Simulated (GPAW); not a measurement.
Consider Al2Ru (I4/mmm).

```xyz
3
Lattice="-1.5604 1.5604 4.2218 1.5604 -1.5604 4.2218 1.5604 1.5604 -4.2218" Properties=species:S:1:pos:R:3 pbc="T T T"
Ru    0.0000    0.0000    0.0000
Al    0.0000    0.0000    2.8776
Al    0.0000    0.0000    5.5660
```

Absorber: atom 2, with 4 Ru at 2.58 Å, 5 Al at 2.69 Å, 1 Ru at 2.88 Å and 4 Al at 3.12 Å (14-fold, site symmetry 4mm). Method: GPAW, LDA, excited-electron core hole (neutral cell), 27-atom cell with 7.9 Å between holes, 5×5×5 k points, dipole transitions, Gaussian full width 0.9 eV up to 4 eV, rising linearly to 3.5 eV at 25 eV.

**Question.** Where do the maxima of the Al K edge fall?

Main maxima up to 24 eV above the zero (height): 3.4 eV (1.32), 5.1 eV (1.29) and 8.7 eV (1.51). A K edge sees empty p states on the absorber. The total-energy difference is 1563.35 eV. One term is added: -13.88 eV, since the hole is spin-paired here and a spin-polarised one costs that much less in the free atom (computed apart). The photon energy is then 1549.47 eV. The tabulated edge of the element is 1559 eV. The functional leaves an error in such absolute values: in the free atom LDA prices this hole 7.2 eV below PBE (computed apart), and PBE is itself good to a few eV.

The Al K spectrum (energy from the lowest empty level; intensity scaled to a mean of 1 over the first 20 eV; polarised curves are means over the symmetry-equivalent atoms):

```csv
E (eV),isotropic,ε ⊥ c,ε ∥ c
-2.0,0.00,0.00,0.00
-1.5,0.00,0.00,0.00
-1.0,0.00,0.00,0.00
-0.5,0.05,0.07,0.01
0.0,0.27,0.37,0.08
0.5,0.48,0.60,0.22
1.0,0.49,0.56,0.36
1.5,0.66,0.70,0.56
2.0,0.88,0.95,0.73
2.5,1.11,1.28,0.78
3.0,1.29,1.46,0.95
3.5,1.32,1.35,1.25
4.0,1.24,1.21,1.29
4.5,1.26,1.19,1.40
5.0,1.29,1.17,1.52
5.5,1.28,1.17,1.50
6.0,1.25,1.21,1.34
6.5,1.17,1.18,1.16
7.0,1.09,1.08,1.10
7.5,1.12,1.07,1.21
8.0,1.30,1.18,1.56
8.5,1.48,1.30,1.85
9.0,1.48,1.35,1.74
9.5,1.32,1.29,1.37
10.0,1.15,1.21,1.04
10.5,1.07,1.17,0.88
11.0,1.06,1.17,0.85
11.5,1.06,1.15,0.88
12.0,1.04,1.10,0.90
12.5,0.99,1.03,0.89
13.0,0.94,0.97,0.87
13.5,0.90,0.93,0.86
14.0,0.89,0.90,0.87
14.5,0.89,0.90,0.88
15.0,0.89,0.89,0.89
15.5,0.87,0.87,0.88
16.0,0.84,0.83,0.86
16.5,0.81,0.78,0.86
17.0,0.78,0.73,0.88
17.5,0.76,0.68,0.92
18.0,0.76,0.65,0.96
18.5,0.75,0.64,0.97
19.0,0.74,0.63,0.95
19.5,0.71,0.63,0.88
20.0,0.69,0.62,0.82
20.5,0.67,0.61,0.78
21.0,0.66,0.61,0.76
21.5,0.66,0.61,0.76
22.0,0.67,0.62,0.77
22.5,0.68,0.64,0.77
23.0,0.70,0.67,0.75
23.5,0.71,0.70,0.72
24.0,0.72,0.74,0.67
24.5,0.72,0.77,0.63
25.0,0.73,0.80,0.58
25.5,0.72,0.81,0.54
26.0,0.72,0.82,0.51
26.5,0.70,0.81,0.49
27.0,0.69,0.80,0.49
27.5,0.68,0.78,0.49
28.0,0.68,0.76,0.51
28.5,0.68,0.75,0.53
29.0,0.69,0.74,0.57
29.5,0.70,0.75,0.61
30.0,0.73,0.77,0.66
30.5,0.77,0.79,0.71
31.0,0.80,0.82,0.77
31.5,0.84,0.86,0.81
32.0,0.88,0.89,0.85
```

Lifetime broadening is put in by hand, and intensities beyond about 20 eV depend on it and on the partial waves; weight that the partial waves miss at high energy is lost. The structure is a computed Materials Project entry and may be a hypothetical form.

[Banner, clock and machine lines of the logs are left out without a mark of their own.]

[Logs are printed without paths, hosts, clocks, repeated set-up lines and the standing remarks that a program may print on its own settings, such as how far it seeks lower states.]

[Hosts, paths, dates, database ids (printed as entryN), source tags and the programs' standing remarks are cut or masked in the printed files.]

[Lists of maxima count a maximum above −3 eV only where it reaches 4 % of the highest in the window and stands out from its surroundings by 2 % of it (1.5 % where it reaches 55 %); shoulders and weaker maxima are passed over, and of the rest the first, up to two pre-edge ones and the few strongest are named.]
